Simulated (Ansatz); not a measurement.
# Sr5P3BrO12 (P6_3/m) (84 atoms) under strain, part 2 of 2

Aim: relax Sr5P3BrO12 (P6_3/m) (84 atoms), then change its volume and shape to read moduli from the stress.

Ansatz 0.2.0; Kohn-Sham DFT, r2SCAN, PAW (set soft_2), plane waves.

The cell: 20 Sr, 12 P, 4 Br and 48 O. Sampling is at Γ alone.

So far. Step 2 (Single point at the start): The r.m.s. force at the start is 2.4 eV/Å. Step 3 (Cell and atoms relaxed): The relaxation converged after 5 steps, with a largest force component of 0.0034 eV/Å.

### Step 5. Volume -3 %

The relaxed cell is scaled evenly and the atoms are relaxed again; the stress at the end gives one point of P(V).

Contents of input.yaml:

```yaml
crystal:
  lattice:
    - [9.89457, 0.00188, -0.00039]
    - [-4.94565, 8.56832, -0.00011]
    - [-0.00055, -0.00049, 14.26472]
  atoms:
    [... the 84 atom lines of step 4 ...]
kpoints:
  mp_grid: { grid: [1, 1, 1] }
hamiltonian:
  xc: r2scan
scf:
  occupations: { method: gaussian, width: 0.05 }
output:
  forces: true
  eigenvalues: true
  stress: true
relax:
  f_tol: 0.05
  max_steps: 70
```

Started as:

```
> ansatz run input.yaml --threads 4 --pin off --max-ram 8192MiB --backend cpu --events-out ev --progress --plain --runs-dir out
```

Numbers of over 12 decimals in the logs are rounded to 6 here.

The log of the run:

```text
Warning: output.stress: scf.convergence.dr2_threshold = 1e-7 eV (the SCF's general default) is looser than the 8.4e-9 eV advised for a printed stress (1e-10 eV for each atom of the cell: 84). What an SCF threshold leaves in a stress goes as its square root, and in the free energy as the threshold itself, and one threshold admits the most on a small cell: [...]
[...]
Crystal: 84 atoms, lattice volume = 1209.493 Å³
Basis set: ecut = 500 eV, 30677 PW (Γ), exchange–correlation on 300×300×432 points (64 copies of the dense FFT grid, shifted against one another)
Bands: 372, of which v1, the nominal top of the filled ones, is band 288 counted from 1 (287 counted from 0)
Symmetry: 1 space group operations
[...]
k-points: 1
[...]
SCF iter   1: F=—  HF=-118810.561446 eV  |F-HF|=—  |Δ(HF+E_count)|=         —  Δρ=7.39e-3  dr2=6.77e-1  dr2_τ=6.55e0  ethr=1.77e-3  ⟨swp⟩=10.0  Hψ=2292  notcnv=0  defer=38
[...]
SCF iter   5: F=—  HF=-118812.876702 eV  |F-HF|=—  |Δ(HF+E_count)|=   1.45e-4  Δρ=1.39e-4  dr2=1.90e-4  dr2_τ=2.79e-5  ethr=9.99e-8  ⟨swp⟩=2.0  Hψ=565  notcnv=0  defer=75
SCF iter   6: F=-118812.876676 eV  HF=-118812.876677 eV  |F-HF|=4.69e-7  |Δ(HF+E_count)|=   2.56e-5  Δρ=2.96e-5  dr2=1.04e-5  dr2_τ=1.27e-6  ethr=1.09e-8  ⟨swp⟩=19.0  Hψ=3195  notcnv=0
SCF 1 converged in 6 iterations: F = -118812.876676 eV  dr2 = 1.04e-5
[...]
relax step   1: F+E_penalty+E_count = -118812.87667605 eV  Δ(F+E_penalty+E_count) = +0.000e0 eV  max|allowed force component| = 6.112e-1 eV/Å  Δτ_max = 0.0000 Å  (6 SCF iters, dr2 threshold 6.25e-5 eV, accepted)
[...]
relax step   2: F+E_penalty+E_count = -118813.01368685 eV  Δ(F+E_penalty+E_count) = -1.370e-1 eV  max|allowed force component| = 3.697e-1 eV/Å  Δτ_max = 0.0397 Å  (6 SCF iters, dr2 threshold 2.33e-5 eV, accepted)
[...]
relax step   3: F+E_penalty+E_count = -118813.08594312 eV  Δ(F+E_penalty+E_count) = -7.226e-2 eV  max|allowed force component| = 3.451e-2 eV/Å  Δτ_max = 0.0165 Å  (6 SCF iters, dr2 threshold 8.54e-6 eV, accepted)
[...]
relax step   4: F+E_penalty+E_count = -118813.08594336 eV  Δ(F+E_penalty+E_count) = -2.450e-7 eV  max|allowed force component| = 3.454e-2 eV/Å  Δτ_max = 0.0000 Å  (3 SCF iters, accepted)
[...]
SCF iter   2: F=-118813.085943 eV  HF=-118813.085943 eV  |F-HF|=1.19e-8  |Δ(HF+E_count)|=   1.82e-8  Δρ=1.23e-6  dr2=1.79e-8  dr2_τ=1.12e-9  ethr=8.33e-12  ⟨swp⟩=5.0  Hψ=1214  notcnv=0
SCF 5 converged in 2 iterations: F = -118813.085943 eV  dr2 = 1.79e-8
SCF converged after 2 iterations
Free energy (F): -118813.085943 eV
[...]
Internal energy: -118813.085943 eV  (E = F + TS)
E sigma→0 (E₀):  -118813.085943 eV
Fermi energy:    9.003607 eV
[...]
Σ components = -118813.085943   (vs F -118813.085943, Δ=0.00e0)
--- Forces (eV/Å), atoms counted from 1 ---
  atom   1  Sr    -0.00001059    -0.00024974    -0.01570033
  atom   2  Sr    -0.00015313     0.00009861    -0.01584250
  atom   3  Sr     0.00006423     0.00012590     0.01584139
  atom   4  Sr    -0.00002357    -0.00019051     0.01597287
[...]
atom  84  O      0.00162782    -0.00021426     0.01445920
  max |Σ_I F_I| component: 6.73e-5 eV/Å
--- Stress (GPa, compression-positive) ---
        2.216273      -0.016228       0.003136
       -0.016228       2.212936       0.002951
        0.003136       0.002951       2.989024
  P = ⅓ Tr σ = 2.4727 GPa (24.727 kbar)
--- Band table (eV) ---
[...]
--- Relaxed structure (4 steps of the walk, 4 accepted, 0 SCFs on fresh bases) ---
  F+E_penalty+E_count = -118813.08594336 eV   max|allowed force component| = 3.454e-2 eV/Å
  atoms:
    - { symbol: Sr, position: [0.332933, 0.665939, 0.00121521] }
    - { symbol: Sr, position: [0.666312, 0.332614, 0.251216] }
    - { symbol: Sr, position: [0.666296, 0.332618, 0.499049] }
    - { symbol: Sr, position: [0.332934, 0.665953, 0.249047] }
[...]
- { symbol: O, position: [0.907464, 0.639833, 0.712645] }
```

Run time: 2.2 min. Hardware: 4 threads of Arm Neoverse V2, shared host; peak memory 3.5 GiB.

The program notes that the SCF threshold is loose for the stress.

The relaxation converged after 4 steps, 0.209 eV below its start, with a largest force component of 0.035 eV/Å.

Volume -3 %: the energy stands 0.278 eV above that of the reference, at a pressure of 2.47 GPa.

### Step 6. Volume +3 %

The relaxed cell is scaled to another volume.

Input and log are left out; they have the form of those shown for this kind of step.

Elapsed: 2.4 min, on 4 threads of Arm Neoverse V2, shared host; peak memory 3.5 GiB; 9.4 min of CPU time.

The relaxation converged after 4 steps, 0.197 eV below its start, with a largest force component of 0.0026 eV/Å.

Volume +3 %: the energy stands 0.241 eV above that of the reference, at a pressure of -2.01 GPa.

### Step 7. Volume -6 %

The relaxed cell is scaled to another volume.

Input and log are left out; they have the form of those shown for this kind of step.

Wall time 2.2 min (4 threads of Arm Neoverse V2, shared host); peak memory 3.3 GiB.

The relaxation converged after 4 steps, 0.873 eV below its start, with a largest force component of 0.011 eV/Å.

Volume -6 %: the energy stands 1.19 eV above that of the reference, at a pressure of 5.45 GPa.

### Step 8. Volume +6 %

The relaxed cell is scaled to another volume.

Input and log are left out; they have the form of those shown for this kind of step.

The job ended after 2.6 min (4 threads of Arm Neoverse V2, shared host; peak memory 3.6 GiB).

The relaxation converged after 4 steps, 0.763 eV below its start, with a largest force component of 0.0078 eV/Å.

Volume +6 %: the energy stands 0.908 eV above that of the reference, at a pressure of -3.61 GPa.

### Step 9. Volume -10 %

The relaxed cell is scaled to another volume.

Input and log are left out; they have the form of those shown for this kind of step.

Wall time 2.2 min (4 threads of Arm Neoverse V2, shared host); peak memory 3.3 GiB.

The relaxation converged after 4 steps, 2.56 eV below its start, with a largest force component of 0.011 eV/Å.

Volume -10 %: the energy stands 3.63 eV above that of the reference, at a pressure of 10.4 GPa.

### Step 10. Stretched by 1 % along x

The relaxed cell is strained along x alone, which gives the stiffness along x and its coupling to y and z.

input.yaml, the sections that differ from step 5:

```yaml
crystal:
  lattice:
    - [10.0955, 0.0019, -0.00039]
    - [-5.04608, 8.65576, -0.00011]
    - [-0.00057, -0.0005, 14.41029]
  atoms:
    [... the 84 atom lines of step 4 ...]
# kpoints, hamiltonian, scf, output, relax: as in step 5
```

The log of the run:

```text
[...]
Crystal: 84 atoms, lattice volume = 1259.370 Å³
Basis set: ecut = 500 eV, 31937 PW (Γ), exchange–correlation on 300×300×432 points (64 copies of the dense FFT grid, shifted against one another)
Bands: 372, of which v1, the nominal top of the filled ones, is band 288 counted from 1 (287 counted from 0)
Symmetry: 1 space group operations
[...]
k-points: 1
[...]
SCF iter   1: F=—  HF=-118811.130291 eV  |F-HF|=—  |Δ(HF+E_count)|=         —  Δρ=7.31e-3  dr2=7.05e-1  dr2_τ=5.89e0  ethr=1.77e-3  ⟨swp⟩=9.0  Hψ=2143  notcnv=0  defer=50
[...]
SCF iter   5: F=—  HF=-118813.269300 eV  |F-HF|=—  |Δ(HF+E_count)|=   1.69e-4  Δρ=1.72e-4  dr2=3.19e-4  dr2_τ=4.80e-5  ethr=1.43e-7  ⟨swp⟩=3.0  Hψ=624  notcnv=0  defer=75
SCF iter   6: F=-118813.269234 eV  HF=-118813.269244 eV  |F-HF|=1.05e-5  |Δ(HF+E_count)|=   5.57e-5  Δρ=4.06e-5  dr2=2.04e-5  dr2_τ=4.68e-6  ethr=1.09e-8  ⟨swp⟩=22.0  Hψ=3424  notcnv=0
SCF 1 converged in 6 iterations: F = -118813.269234 eV  dr2 = 2.04e-5
[...]
relax step   1: F+E_penalty+E_count = -118813.26923362 eV  Δ(F+E_penalty+E_count) = +0.000e0 eV  max|allowed force component| = 4.661e-1 eV/Å  Δτ_max = 0.0000 Å  (6 SCF iters, dr2 threshold 6.25e-5 eV, accepted)
[...]
relax step   2: F+E_penalty+E_count = -118813.29722217 eV  Δ(F+E_penalty+E_count) = -2.799e-2 eV  max|allowed force component| = 3.007e-1 eV/Å  Δτ_max = 0.0374 Å  (6 SCF iters, dr2 threshold 1.36e-5 eV, accepted)
[...]
relax step   3: F+E_penalty+E_count = -118813.32127333 eV  Δ(F+E_penalty+E_count) = -2.405e-2 eV  max|allowed force component| = 2.133e-2 eV/Å  Δτ_max = 0.0119 Å  (5 SCF iters, dr2 threshold 5.65e-6 eV, accepted)
[...]
relax step   4: F+E_penalty+E_count = -118813.32127474 eV  Δ(F+E_penalty+E_count) = -1.406e-6 eV  max|allowed force component| = 2.118e-2 eV/Å  Δτ_max = 0.0000 Å  (4 SCF iters, accepted)
[...]
SCF iter   2: F=-118813.321275 eV  HF=-118813.321275 eV  |F-HF|=4.07e-10  |Δ(HF+E_count)|=  4.51e-10  Δρ=3.10e-7  dr2=1.00e-9  dr2_τ=1.37e-10  ethr=1.00e-12  ⟨swp⟩=3.0  Hψ=814  notcnv=0
SCF 5 converged in 2 iterations: F = -118813.321275 eV  dr2 = 1.00e-9
SCF converged after 2 iterations
Free energy (F): -118813.321275 eV
[...]
Internal energy: -118813.321275 eV  (E = F + TS)
E sigma→0 (E₀):  -118813.321275 eV
Fermi energy:    8.452812 eV
[...]
Σ components = -118813.321275   (vs F -118813.321275, Δ=0.00e0)
--- Forces (eV/Å), atoms counted from 1 ---
  atom   1  Sr    -0.00326194     0.00170867     0.00795662
  atom   2  Sr     0.00315234    -0.00215971     0.00767900
  atom   3  Sr     0.00364067    -0.00202824    -0.00788112
  atom   4  Sr    -0.00349037     0.00190704    -0.00752032
[...]
atom  84  O     -0.00431318    -0.00487666    -0.00592015
  max |Σ_I F_I| component: 6.66e-5 eV/Å
--- Stress (GPa, compression-positive) ---
       -1.071038      -0.015790       0.002709
       -0.015790      -0.324286       0.002685
        0.002709       0.002685      -0.544714
  P = ⅓ Tr σ = -0.6467 GPa (-6.467 kbar)
--- Band table (eV) ---
[...]
--- Relaxed structure (4 steps of the walk, 4 accepted, 0 SCFs on fresh bases) ---
  F+E_penalty+E_count = -118813.32127474 eV   max|allowed force component| = 2.118e-2 eV/Å
  atoms:
    - { symbol: Sr, position: [0.332756, 0.665225, 0.00124837] }
    - { symbol: Sr, position: [0.666490, 0.333329, 0.251253] }
    - { symbol: Sr, position: [0.666466, 0.333336, 0.499015] }
    - { symbol: Sr, position: [0.332762, 0.665247, 0.249012] }
[...]
- { symbol: O, position: [0.910065, 0.639957, 0.712109] }
```

Wall time 2.2 min (4 threads); peak memory 3.5 GiB; 8.7 min of CPU time.

The relaxation converged after 4 steps, 0.0520 eV below its start, with a largest force component of 0.021 eV/Å.

Stretched by 1 % along x: the energy stands 0.0422 eV above that of the reference, at a pressure of -0.647 GPa.

### Step 11. Compressed by 1 % along x

The relaxed cell is strained along x alone, which gives the stiffness along x and its coupling to y and z.

input.yaml, the sections that differ from step 10:

```yaml
crystal:
  lattice:
    - [9.89558, 0.0019, -0.00039]
    - [-4.94616, 8.65576, -0.00011]
    - [-0.00055, -0.0005, 14.41029]
  atoms:
    [... the 84 atom lines of step 4 ...]
# kpoints, hamiltonian, scf, output, relax: as in step 10
```

The log of the run:

```text
[...]
Crystal: 84 atoms, lattice volume = 1234.431 Å³
Basis set: ecut = 500 eV, 31297 PW (Γ), exchange–correlation on 300×300×432 points (64 copies of the dense FFT grid, shifted against one another)
Bands: 372, of which v1, the nominal top of the filled ones, is band 288 counted from 1 (287 counted from 0)
Symmetry: 1 space group operations
[...]
k-points: 1
[...]
SCF iter   1: F=—  HF=-118811.041771 eV  |F-HF|=—  |Δ(HF+E_count)|=         —  Δρ=7.34e-3  dr2=6.90e-1  dr2_τ=6.20e0  ethr=1.77e-3  ⟨swp⟩=12.0  Hψ=2548  notcnv=0  defer=15
[...]
SCF iter   5: F=—  HF=-118813.265550 eV  |F-HF|=—  |Δ(HF+E_count)|=   1.46e-4  Δρ=1.71e-4  dr2=3.01e-4  dr2_τ=4.69e-5  ethr=1.38e-7  ⟨swp⟩=3.0  Hψ=616  notcnv=0  defer=77
SCF iter   6: F=-118813.265488 eV  HF=-118813.265497 eV  |F-HF|=9.59e-6  |Δ(HF+E_count)|=   5.24e-5  Δρ=3.97e-5  dr2=1.88e-5  dr2_τ=4.92e-6  ethr=1.09e-8  ⟨swp⟩=20.0  Hψ=3413  notcnv=0
SCF 1 converged in 6 iterations: F = -118813.265488 eV  dr2 = 1.88e-5
[...]
relax step   1: F+E_penalty+E_count = -118813.26548765 eV  Δ(F+E_penalty+E_count) = +0.000e0 eV  max|allowed force component| = 5.028e-1 eV/Å  Δτ_max = 0.0000 Å  (6 SCF iters, dr2 threshold 6.25e-5 eV, accepted)
[...]
relax step   2: F+E_penalty+E_count = -118813.29718893 eV  Δ(F+E_penalty+E_count) = -3.170e-2 eV  max|allowed force component| = 2.982e-1 eV/Å  Δτ_max = 0.0364 Å  (5 SCF iters, dr2 threshold 1.58e-5 eV, accepted)
[...]
relax step   3: F+E_penalty+E_count = -118813.31917454 eV  Δ(F+E_penalty+E_count) = -2.199e-2 eV  max|allowed force component| = 1.860e-2 eV/Å  Δτ_max = 0.0096 Å  (5 SCF iters, dr2 threshold 5.56e-6 eV, accepted)
[...]
relax step   4: F+E_penalty+E_count = -118813.31917538 eV  Δ(F+E_penalty+E_count) = -8.379e-7 eV  max|allowed force component| = 1.849e-2 eV/Å  Δτ_max = 0.0000 Å  (4 SCF iters, accepted)
[...]
SCF iter   2: F=-118813.319175 eV  HF=-118813.319175 eV  |F-HF|=4.80e-10  |Δ(HF+E_count)|=  6.55e-10  Δρ=2.90e-7  dr2=8.42e-10  dr2_τ=8.39e-11  ethr=1.00e-12  ⟨swp⟩=3.0  Hψ=714  notcnv=0
SCF 5 converged in 2 iterations: F = -118813.319175 eV  dr2 = 8.42e-10
SCF converged after 2 iterations
Free energy (F): -118813.319175 eV
[...]
Internal energy: -118813.319175 eV  (E = F + TS)
E sigma→0 (E₀):  -118813.319175 eV
Fermi energy:    8.718516 eV
[...]
Σ components = -118813.319175   (vs F -118813.319175, Δ=0.00e0)
--- Forces (eV/Å), atoms counted from 1 ---
  atom   1  Sr     0.00199014    -0.00447057    -0.00321064
  atom   2  Sr    -0.00200788     0.00391866    -0.00371245
  atom   3  Sr    -0.00186135     0.00417451     0.00357387
  atom   4  Sr     0.00186378    -0.00410757     0.00365545
[...]
atom  84  O      0.00424003     0.00002141     0.00657486
  max |Σ_I F_I| component: 8.58e-5 eV/Å
--- Stress (GPa, compression-positive) ---
        1.177558      -0.017515       0.003008
       -0.017515       0.369675       0.002755
        0.003008       0.002755       0.571547
  P = ⅓ Tr σ = 0.7063 GPa (7.063 kbar)
--- Band table (eV) ---
[...]
--- Relaxed structure (4 steps of the walk, 4 accepted, 0 SCFs on fresh bases) ---
  F+E_penalty+E_count = -118813.31917538 eV   max|allowed force component| = 1.849e-2 eV/Å
  atoms:
    - { symbol: Sr, position: [0.333082, 0.666598, 0.000990574] }
    - { symbol: Sr, position: [0.666161, 0.331965, 0.250994] }
    - { symbol: Sr, position: [0.666145, 0.331961, 0.499271] }
    - { symbol: Sr, position: [0.333077, 0.666605, 0.249269] }
[...]
- { symbol: O, position: [0.907961, 0.639828, 0.712034] }
```

Wall time 2.2 min (4 threads); peak memory 3.5 GiB.

The relaxation converged after 4 steps, 0.0537 eV below its start, with a largest force component of 0.018 eV/Å.

Compressed by 1 % along x: the energy stands 0.0443 eV above that of the reference, at a pressure of 0.706 GPa.

### Step 12. Sheared by 2 % in xy

A shear of the relaxed cell gives the modulus that volume changes can't reach.

input.yaml, the sections that differ from step 11:

```yaml
crystal:
  lattice:
    - [9.99556, 0.10186, -0.00039]
    - [-4.90956, 8.6058, -0.00011]
    - [-0.00056, -0.00051, 14.41029]
  atoms:
    [... the 84 atom lines of step 4 ...]
# kpoints, hamiltonian, scf, output, relax: as in step 11
```

The log of the run:

```text
[...]
Crystal: 84 atoms, lattice volume = 1246.777 Å³
Basis set: ecut = 500 eV, 31617 PW (Γ), exchange–correlation on 300×300×432 points (64 copies of the dense FFT grid, shifted against one another)
Bands: 372, of which v1, the nominal top of the filled ones, is band 288 counted from 1 (287 counted from 0)
Symmetry: 1 space group operations
[...]
k-points: 1
[...]
SCF iter   1: F=—  HF=-118811.041996 eV  |F-HF|=—  |Δ(HF+E_count)|=         —  Δρ=7.34e-3  dr2=6.99e-1  dr2_τ=6.05e0  ethr=1.77e-3  ⟨swp⟩=9.0  Hψ=2143  notcnv=0  defer=49
[...]
SCF iter   6: F=-118813.224342 eV  HF=-118813.224355 eV  |F-HF|=1.21e-5  |Δ(HF+E_count)|=   5.58e-5  Δρ=4.30e-5  dr2=2.22e-5  dr2_τ=5.76e-6  ethr=1.09e-8  ⟨swp⟩=20.0  Hψ=3521  notcnv=0
SCF 1 converged in 6 iterations: F = -118813.224342 eV  dr2 = 2.22e-5
[...]
relax step   1: F+E_penalty+E_count = -118813.22434243 eV  Δ(F+E_penalty+E_count) = +0.000e0 eV  max|allowed force component| = 5.430e-1 eV/Å  Δτ_max = 0.0000 Å  (6 SCF iters, dr2 threshold 6.25e-5 eV, accepted)
[...]
relax step   2: F+E_penalty+E_count = -118813.26414461 eV  Δ(F+E_penalty+E_count) = -3.980e-2 eV  max|allowed force component| = 4.909e-1 eV/Å  Δτ_max = 0.0270 Å  (6 SCF iters, dr2 threshold 1.84e-5 eV, accepted)
[...]
relax step   3: F+E_penalty+E_count = -118813.30059546 eV  Δ(F+E_penalty+E_count) = -3.645e-2 eV  max|allowed force component| = 2.739e-2 eV/Å  Δτ_max = 0.0138 Å  (5 SCF iters, dr2 threshold 1.51e-5 eV, accepted)
[...]
relax step   4: F+E_penalty+E_count = -118813.30059721 eV  Δ(F+E_penalty+E_count) = -1.750e-6 eV  max|allowed force component| = 2.730e-2 eV/Å  Δτ_max = 0.0000 Å  (4 SCF iters, accepted)
[...]
SCF iter   2: F=-118813.300597 eV  HF=-118813.300597 eV  |F-HF|=8.00e-10  |Δ(HF+E_count)|=   1.00e-9  Δρ=3.85e-7  dr2=1.66e-9  dr2_τ=1.19e-10  ethr=1.00e-12  ⟨swp⟩=3.0  Hψ=709  notcnv=0
SCF 5 converged in 2 iterations: F = -118813.300597 eV  dr2 = 1.66e-9
SCF converged after 2 iterations
Free energy (F): -118813.300597 eV
[...]
Internal energy: -118813.300597 eV  (E = F + TS)
E sigma→0 (E₀):  -118813.300597 eV
Fermi energy:    8.588439 eV
[...]
--- Forces (eV/Å), atoms counted from 1 ---
  atom   1  Sr     0.00899435     0.00522005     0.00071980
  atom   2  Sr    -0.00892014    -0.00559349     0.00045091
  atom   3  Sr    -0.00874654    -0.00540538    -0.00046945
  atom   4  Sr     0.00879914     0.00534115    -0.00039583
  atom   5  Sr     0.01039959    -0.00105139    -0.00000178
  atom   6  Sr     0.00099038     0.00260198     0.00015358
  atom   7  Sr     0.00472570     0.00693355     0.00003820
  atom   8  Sr    -0.01048557     0.00093015    -0.00011496
  atom   9  Sr    -0.00108820    -0.00247531    -0.00031608
  atom  10  Sr    -0.00482382    -0.00685083    -0.00029126
  atom  11  P     -0.01357638    -0.02706191     0.00038147
  atom  12  P     -0.02393355     0.00725342     0.00021805
  atom  13  P      0.01369450    -0.00223783     0.00019097
  atom  14  P      0.01366861     0.02728738    -0.00018680
[...]
atom  83  O     -0.00222385    -0.00124248    -0.00179428
  atom  84  O     -0.00457225     0.00778398    -0.00076274
  max |Σ_I F_I| component: 8.57e-5 eV/Å
--- Stress (GPa, compression-positive) ---
        0.009161      -0.786608       0.002730
       -0.786607       0.028004       0.002841
        0.002730       0.002841       0.018812
  P = ⅓ Tr σ = 0.0187 GPa (0.187 kbar)
--- Band table (eV) ---
[...]
--- Relaxed structure (4 steps of the walk, 4 accepted, 0 SCFs on fresh bases) ---
  F+E_penalty+E_count = -118813.30059721 eV   max|allowed force component| = 2.730e-2 eV/Å
  atoms:
    - { symbol: Sr, position: [0.331549, 0.665575, 0.00109609] }
    - { symbol: Sr, position: [0.667694, 0.332978, 0.251097] }
    - { symbol: Sr, position: [0.667671, 0.332977, 0.499164] }
    - { symbol: Sr, position: [0.331559, 0.665599, 0.249165] }
[...]
- { symbol: O, position: [0.906805, 0.639344, 0.712197] }
```

Run time: 2.2 min. Hardware: 4 threads; peak memory 3.5 GiB.

The relaxation converged after 4 steps, 0.0763 eV below its start, with a largest force component of 0.027 eV/Å.

Sheared by 2 % in xy: the energy stands 0.0629 eV above that of the reference, at a pressure of 0.0187 GPa.

### Step 13. Pressure against volume

Atoms are relaxed at each volume, in the scaled cell.

```tsv
volume change (%)	volume (Å³/atom)	energy change (meV/atom)	pressure (GPa)	largest move on relaxing (Å)	bonds	gap (eV)
-10	13.360	43.17	10.41	0.09	216	6.43
-6	13.953	14.16	5.45	0.06	216	6.22
-3	14.399	3.30	2.47	0.03	216	6.06
+0	14.844	0.00	-0.01	-	216	5.90
+3	15.289	2.87	-2.01	0.04	216	5.75
+6	15.735	10.81	-3.61	0.09	204	5.60
```

### Step 14. Uniaxial strain and shear

Stress (GPa, compression positive) less that of the relaxed cell, atoms relaxed:

```tsv
strain	xx	yy	zz	xy	energy change (meV/atom)
stretched by 1 % along x	-1.067	-0.317	-0.541	0.000	0.50
compressed by 1 % along x	1.182	0.377	0.575	-0.001	0.53
sheared by 2 % in xy	0.013	0.036	0.023	-0.771	0.75
```

### Step 15. Findings

The bulk modulus, from the slope of pressure against ln V over the three points nearest the relaxed volume, is 74.8 GPa; a quadratic over all points gives a pressure derivative of about 6.1. The count of bonds runs from 204 to 216 over the series, so at some points contacts cross the cutoffs. The gap goes from 6.43 eV at the smallest volume to 5.60 eV at the largest, -5.1 eV per unit of ln V by a straight line, on the run's k-points. In the Cartesian axes of the cell, finite differences give C11 = 112, C12 = 34.7, C13 = 55.8 and C66 = 38.5 GPa (the shear of 2 % is the engineering strain, εxy = 0.01).

**Limits.** Strains are finite and relaxations stop at the force tolerance of the input, which can leave moduli too stiff; they are those of a static cell at zero temperature. Volumes are changed with the cell's shape held, so in an anisotropic solid the modulus lies over the one under free hydrostatic load. The program notes that the SCF threshold of the relaxations is loose for the stress. Forces of over 1 eV/Å at the start, largest on P, show that the listed positions lie far from a minimum at this level.

The DFT runs together took 23 min of wall time.

[Logs are printed without paths, hosts, clocks, repeated set-up lines and the standing remarks that a program may print on its own settings, such as how far it seeks lower states.]

[Hosts, paths, dates, database ids (printed as entryN), source tags and the programs' standing remarks are cut or masked in the printed files.]
